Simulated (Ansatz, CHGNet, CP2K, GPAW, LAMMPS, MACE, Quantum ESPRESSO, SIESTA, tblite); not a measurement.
# SIESTA runs on liquid mixture of dimethylformamide and H2O at 300 K (102 atoms), part 2 of 2

How do the settings of SIESTA change the result for liquid mixture of dimethylformamide and H2O at 300 K (102 atoms)? A plane-wave run serves as the yardstick.

Program: SIESTA 5.4.2; the method stands at each step. Banners, paths, timers and routine set-up lines are dropped from the logs unmarked, and long logs keep their key lines alone; longer cuts are marked. The potentials were converted by us to PSML.

So far, pressure (GPa): step 2 (PBE, DZP, shift 0.01 Ry, mesh 500 Ry) 2.16.

### 4. PBE, TZP, shift 0.01 Ry, mesh 500 Ry

Method: Kohn-Sham DFT, PBE, PseudoDojo 0.4.1 norm-conserving pseudopotentials (converted to PSML), numerical atomic orbitals (TZP), diagonalisation.

input.fdf reads:

```
SystemLabel cell
NumberOfAtoms 102
NumberOfSpecies 4
%block ChemicalSpeciesLabel
  1 6 C
  2 7 N
  3 8 O
  4 1 H
%endblock ChemicalSpeciesLabel
LatticeConstant 1.0 Ang
%block LatticeVectors
  10.18782 0.00000 0.00000
  0.00000 10.18782 0.00000
  0.00000 0.00000 10.18782
%endblock LatticeVectors
PAO.BasisSize TZP
PAO.EnergyShift 0.01 Ry
XC.Functional GGA
XC.Authors PBE
MeshCutoff 500 Ry
%block kgrid_Monkhorst_Pack
  1 0 0 0.0
  0 1 0 0.0
  0 0 1 0.0
%endblock kgrid_Monkhorst_Pack
SolutionMethod diagon
OccupationFunction FD
ElectronicTemperature 580 K
SCF.Mixer.Method Pulay
SCF.Mixer.Weight 0.15
SCF.Mixer.History 8
SCF.Mix Hamiltonian
MaxSCFIterations 300
SCF.DM.Tolerance 1e-04
SCF.H.Tolerance 1.0e-3 eV
WriteForces T
Write.HirshfeldPop T
Write.VoronoiPop T
Write.DM F
Write.H F
XML.Write F
AtomicCoordinatesFormat Fractional
%block AtomicCoordinatesAndAtomicSpecies
[... 102 atom lines left out: the same atoms as in the first run ...]
%endblock AtomicCoordinatesAndAtomicSpecies
```

The run is started by

```console
OMP_NUM_THREADS=1 mpirun -np 2 siesta < input.fdf > output.txt
```

Log:

```text
Version         : 5.4.2
reinit: System Name:
reinit: System Label: cell
initatom: Reading input for the pseudopotentials and atomic orbitals ----------
Species number:   1 Atomic number:    6 Label: C
Species number:   2 Atomic number:    7 Label: N
Species number:   3 Atomic number:    8 Label: O
Species number:   4 Atomic number:    1 Label: H
Ground state valence configuration (from tables):   2s02  2p02  3d00  4f00
Ground state valence configuration (from tables):   2s02  2p03  3d00  4f00
Ground state valence configuration (from tables):   2s02  2p04  3d00  4f00
Ground state valence configuration (from tables):   1s01  2p00  3d00  4f00
---- Processing specs for species: C
GGA--PBE XC_GGA_X_PBE--XC_GGA_C_PBE pb
---- Processing specs for species: N
[... lines left out ...]
stepf: Fermi-Dirac step function
        iscf     Eharris(eV)        E_KS(eV)     FreeEng(eV)     dDmax    Ef(eV) dHmax(eV)
[... lines left out ...]
SCF Convergence by DM+H criterion
[... lines left out ...]
SCF cycle converged after 12 iterations
[... lines left out ...]
   Max    4.462739
[... lines left out ...]
   Max    4.462739    constrained
Stress tensor Voigt[x,y,z,yz,xz,xy] (kbar):       -5.88      -26.89      -28.10        0.82        2.58       -0.54
[... lines left out ...]
siesta: FreeEng =    -13417.780739
[... lines left out ...]
siesta:         Corr. =    -286.906920
siesta:   Exch.-corr. =   -4060.283697
siesta:  Ion-electron =  -22731.928770
siesta:       Ion-ion =   -3166.511404
siesta:         Total =  -13417.780739
siesta:         Fermi =      -5.057768
siesta: Stress tensor (static) (eV/Ang**3):
siesta:    -0.003672   -0.000340    0.001609
siesta:    -0.000340   -0.016785    0.000511
siesta:     0.001609    0.000511   -0.017538
siesta: Cell volume =       1057.410916 Ang**3
siesta: Pressure (static):
siesta:                Solid            Molecule  Units
siesta:           0.00013794          0.00010088  Ry/Bohr**3
siesta:           0.01266493          0.00926280  eV/Ang**3
siesta:          20.29145257         14.84064562  kBar
    Orbital volume contribution        =          32.369066 eV
    (Free)E + p_basis*V_orbitals       =      -13385.411673 eV
    (Free)Eharris+ p_basis*V_orbitals  =      -13385.411673 eV
Hirshfeld Atomic Populations:
Atom #   charge [q] valence [e]  Species
     1    -0.039718    4.039718  C
     2     0.018235    4.981765  N
     3    -0.029461    4.029461  C
     4     0.124430    3.875570  C
     5    -0.142866    6.142866  O
     6     0.035430    0.964570  H
     7     0.023907    0.976093  H
     8     0.030187    0.969813  H
[...]
14     0.025271    4.974729  N
[...]
17    -0.188334    6.188334  O
[...]
26     0.021792    4.978208  N
[...]
29    -0.170417    6.170417  O
[...]
--------------------
 Total     0.000002
Voronoi Atomic Populations:
Atom #   charge [q] valence [e]  Species
[...]
38    -0.007251    5.007251  N
[...]
50     0.018215    4.981785  N
    51     0.017386    3.982614  C
    52     0.173092    3.826908  C
[...]
97    -0.201548    6.201548  O
[...]
100    -0.189694    6.189694  O
   101     0.061665    0.938335  H
   102     0.064014    0.935986  H
--------------------
 Total     0.000002
```

Run time: 96 s. Hardware: 2 MPI ranks of Arm Neoverse V2, shared host; peak memory 1.6 GiB; 3.2 min of CPU time.

Numbers from this run, and their distance from the reference:

| Item | Value |
| --- | --- |
| r.m.s. force component | 0.9754 eV/Å |
| r.m.s. difference of force components | 312.9 meV/Å |
| longest difference of force vectors | 932.1 meV/Å |
| force difference over r.m.s. force | 35.25 % |
| slope of forces against the reference's | 1.042 |
| correlation of force components | 0.9479 |
| gap (highest filled to lowest empty level) | 3.594 eV |
| gap difference | -0.0805 eV |
| pressure | 2.029 GPa |
| pressure difference | 1.126 GPa |

This run lies far from the reference in forces at the same functional.

Against the first run (36 %), the force difference from the reference is 35 %, at 1.2 times the CPU time, with 1041 basis functions against 822.

### 5. PBE, DZP, shift 0.005 Ry, mesh 500 Ry

Method: Kohn-Sham DFT, PBE, PseudoDojo 0.4.1 norm-conserving pseudopotentials (converted to PSML), numerical atomic orbitals (DZP), diagonalisation.

Changes to input.fdf since step 4:

```diff
@@ -15,4 +15,4 @@
 %endblock LatticeVectors
-PAO.BasisSize TZP
-PAO.EnergyShift 0.01 Ry
+PAO.BasisSize DZP
+PAO.EnergyShift 0.005 Ry
 XC.Functional GGA
```

Log:

```text
Version         : 5.4.2
reinit: System Name:
reinit: System Label: cell
initatom: Reading input for the pseudopotentials and atomic orbitals ----------
Species number:   1 Atomic number:    6 Label: C
Species number:   2 Atomic number:    7 Label: N
Species number:   3 Atomic number:    8 Label: O
Species number:   4 Atomic number:    1 Label: H
Ground state valence configuration (from tables):   2s02  2p02  3d00  4f00
Ground state valence configuration (from tables):   2s02  2p03  3d00  4f00
[... lines left out ...]
        iscf     Eharris(eV)        E_KS(eV)     FreeEng(eV)     dDmax    Ef(eV) dHmax(eV)
[... lines left out ...]
SCF Convergence by DM+H criterion
[... lines left out ...]
SCF cycle converged after 12 iterations
[... lines left out ...]
   Max    4.475000
[... lines left out ...]
   Max    4.475000    constrained
Stress tensor Voigt[x,y,z,yz,xz,xy] (kbar):      -16.92      -38.86      -39.63        0.85        1.69       -0.48
[... lines left out ...]
siesta: FreeEng =    -13416.289621
[... lines left out ...]
siesta:         Fermi =      -4.528492
[... lines left out ...]
siesta:           0.01984850          0.01558722  eV/Ang**3
siesta:          31.80080139         24.97347949  kBar
    Orbital volume contribution        =          34.871037 eV
    (Free)E + p_basis*V_orbitals       =      -13381.418584 eV
    (Free)Eharris+ p_basis*V_orbitals  =      -13381.418585 eV
Hirshfeld Atomic Populations:
Atom #   charge [q] valence [e]  Species
     1    -0.056521    4.056521  C
     2     0.004610    4.995390  N
     3    -0.047588    4.047588  C
     4     0.121099    3.878901  C
     5    -0.148556    6.148556  O
     6     0.041753    0.958247  H
     7     0.029857    0.970143  H
     8     0.037573    0.962427  H
[...]
14     0.010420    4.989580  N
[...]
17    -0.194946    6.194946  O
[...]
26     0.008604    4.991396  N
[...]
29    -0.175595    6.175595  O
[...]
--------------------
 Total    -0.000001
Voronoi Atomic Populations:
Atom #   charge [q] valence [e]  Species
[...]
38    -0.021167    5.021167  N
[...]
50     0.001182    4.998818  N
    51    -0.010416    4.010416  C
    52     0.157268    3.842732  C
[...]
97    -0.231956    6.231956  O
[...]
100    -0.222284    6.222284  O
   101     0.079701    0.920299  H
   102     0.083376    0.916624  H
--------------------
 Total    -0.000001
```

Wall time 1.8 min (2 MPI ranks); peak memory 1.7 GiB.

Numbers from this run, and their distance from the reference:

- r.m.s. force component: 1.006 eV/Å
- r.m.s. difference of force components: 373.8 meV/Å
- longest difference of force vectors: 1323 meV/Å
- force difference over r.m.s. force: 42.12 %
- slope of forces against the reference's: 1.054
- correlation of force components: 0.9296
- gap (highest filled to lowest empty level): 3.603 eV
- gap difference: -0.0711 eV
- pressure: 3.18 GPa
- pressure difference: 2.277 GPa

This run lies far from the reference in forces at the same functional.

Against the first run (36 %), the force difference from the reference is 42 %, at 1.4 times the CPU time.

### 6. A run with a doubtful setting

Changes to input.fdf since step 5:

```diff
@@ -16,5 +16,5 @@
 PAO.BasisSize DZP
-PAO.EnergyShift 0.005 Ry
+PAO.EnergyShift 0.01 Ry
 XC.Functional GGA
-XC.Authors PBE
+XC.Authors PBE96
 MeshCutoff 500 Ry
@@ -32,3 +32,3 @@
 SCF.Mix Hamiltonian
-MaxSCFIterations 300
+MaxSCFIterations 60
 SCF.DM.Tolerance 1e-04
```

Log:

```text
Version         : 5.4.2
reinit: System Name:
reinit: System Label: cell
initatom: Reading input for the pseudopotentials and atomic orbitals ----------
Species number:   1 Atomic number:    6 Label: C
Species number:   2 Atomic number:    7 Label: N
Species number:   3 Atomic number:    8 Label: O
Species number:   4 Atomic number:    1 Label: H
Ground state valence configuration (from tables):   2s02  2p02  3d00  4f00
Ground state valence configuration (from tables):   2s02  2p03  3d00  4f00
Ground state valence configuration (from tables):   2s02  2p04  3d00  4f00
Ground state valence configuration (from tables):   1s01  2p00  3d00  4f00
---- Processing specs for species: C
GGA--PBE XC_GGA_X_PBE--XC_GGA_C_PBE pb
---- Processing specs for species: N
GGA--PBE XC_GGA_X_PBE--XC_GGA_C_PBE pb
---- Processing specs for species: O
GGA--PBE XC_GGA_X_PBE--XC_GGA_C_PBE pb
---- Processing specs for species: H
GGA--PBE XC_GGA_X_PBE--XC_GGA_C_PBE pb
C pseudopotential only contains V_ls up to l=1 -- lmxkb reset.
N pseudopotential only contains V_ls up to l=1 -- lmxkb reset.
O pseudopotential only contains V_ls up to l=2 -- lmxkb reset.
H pseudopotential only contains V_ls up to l=1 -- lmxkb reset.
Using PAO.SplitTailNorm
atom: Called for C                     (Z =   6)
NOTE: C pseudopotential has channels up to l= 1
NOTE: PAOs with higher l will be generated with V_local
Maximum radius (at nrval) set to   50.00000 8518
read_vps: Pseudopotential generation method:
read_vps: ONCVPSP-3.Hamann oncvpsp
Valence charge in pseudo generation:    4.00000
read_vps: Pseudopotential includes a core correction:
read_vps: Pseudo-core for xc-correction
xc_check: Exchange-correlation functional:
xc_check: GGA PBE96
xc_check: WARNING: Pseudopotential generated with GGA PBE functional
GGAXC: Unknown author PBE96
GGAXC: Unknown author PBE96
Stopping Program from Node:    0
Stopping Program from Node:    0
```

The job ended after 0.56 s (2 MPI ranks; peak memory 0.33 GiB).

The program stopped at the start. The fault in the input: an unknown functional (functional PBE96).

### 7. Side by side

Differences are against the plane-wave reference, forces as r.m.s. over components; share is that over the reference's r.m.s. force, slope the least-squares factor from reference forces to these. Total energies of different programs have different zeros and aren't compared.

```
                                                run  Δ force, r.m.s. (meV/Å)  share (%)  slope  Δ pressure (GPa)  Δ gap (eV)  cores  CPU time  memory (GiB)
                                          reference                        -          -      -                 -           -      8      35 s           1.1
        SIESTA PBE, DZP, shift 0.01 Ry, mesh 500 Ry                      321       36.2  1.052              1.25     -0.0828      2   2.6 min           1.5
SIESTA PBE, SZ, shift 0.01 Ry, mesh 500 Ry (coarse)                     2523        284  0.915              17.3       -3.01      1      59 s          0.68
        SIESTA PBE, TZP, shift 0.01 Ry, mesh 500 Ry                      313       35.2  1.042              1.13     -0.0805      2   3.2 min           1.6
       SIESTA PBE, DZP, shift 0.005 Ry, mesh 500 Ry                      374       42.1  1.054              2.28     -0.0711      2   3.6 min           1.7
```

Rows marked coarse were listed beforehand as settings not expected to be converged; some can still land near the reference.

CPU time is summed over cores on a shared host, where runs went side by side, so it is rough. Symmetry, cutoffs, thresholds, outputs and thread counts weren't matched or tuned between programs; memory under MPI is the largest rank's times the ranks.

Mean charges by element (e), by run and scheme:

| run | scheme | C | N | O | H |
| --- | --- | --- | --- | --- | --- |
| reference | Löwdin | -0.13 | -0.06 | -0.64 | +0.28 |
| SIESTA PBE, DZP, shift 0.01 Ry, mesh 500 Ry | Hirshfeld | +0.02 | +0.03 | -0.20 | +0.05 |
| SIESTA PBE, TZP, shift 0.01 Ry, mesh 500 Ry | Hirshfeld | +0.02 | +0.03 | -0.20 | +0.05 |
| SIESTA PBE, DZP, shift 0.005 Ry, mesh 500 Ry | Hirshfeld | +0.01 | +0.01 | -0.21 | +0.06 |

The reference's Löwdin charges lack the electrons that the projection spills, 0.034 e an atom on average.

### 8. Summary of results

| Quantity | Value |
| --- | --- |
| nearest in forces | SIESTA PBE, TZP, shift 0.01 Ry, mesh 500 Ry, 35 % |
| its CPU time | 3.2 min |

**Reading.** The PBE runs in local orbitals, coarse settings apart, differ by 35 % (SIESTA PBE, TZP, shift 0.01 Ry, mesh 500 Ry) to 42 % (SIESTA PBE, DZP, shift 0.005 Ry, mesh 500 Ry); basis, grid and potentials can all enter. Runs with settings chosen to be coarse differ by 284 % (SIESTA PBE, SZ, shift 0.01 Ry, mesh 500 Ry), their programs' other errors included. None of the electronic-structure runs in the table takes under half the reference's CPU time of 35 s; they take 1.7 to 6.1 times as much. At the same functional, gaps differ from the reference's 3.67 eV by between -3.01 and -0.07 eV. In pressure, SIESTA PBE, SZ, shift 0.01 Ry, mesh 500 Ry misses by +17.3 GPa, at the same functional. Charges hang on scheme and program or settings: among these rows the mean for O runs from -0.64 to -0.20 e. With short bonds to hydrogen, sets of potentials differ among themselves by several per cent in forces even at converged cutoffs, so the reference isn't exact here either. The network of contacts between molecules at the start is that of the classical potential that made the cell, and needn't be the one that DFT or experiment would give. The reference's PBE has no dispersion term, which matters for the binding between molecules or layers. The density was typed from a rule of thumb and may lie off the real one at this temperature. The electronic-structure runs sample only Γ, in a cell whose shortest periodic width is 10 Å.

[Also dropped from logs without a mark: logging warnings of Python, and SIESTA's first energy breakdown and zero terms.]

[Logs are printed without paths, hosts, clocks, repeated set-up lines and the standing remarks that a program may print on its own settings, such as how far it seeks lower states.]

[Hosts, paths, dates, database ids (printed as entryN), source tags and the programs' standing remarks are cut or masked in the printed files.]
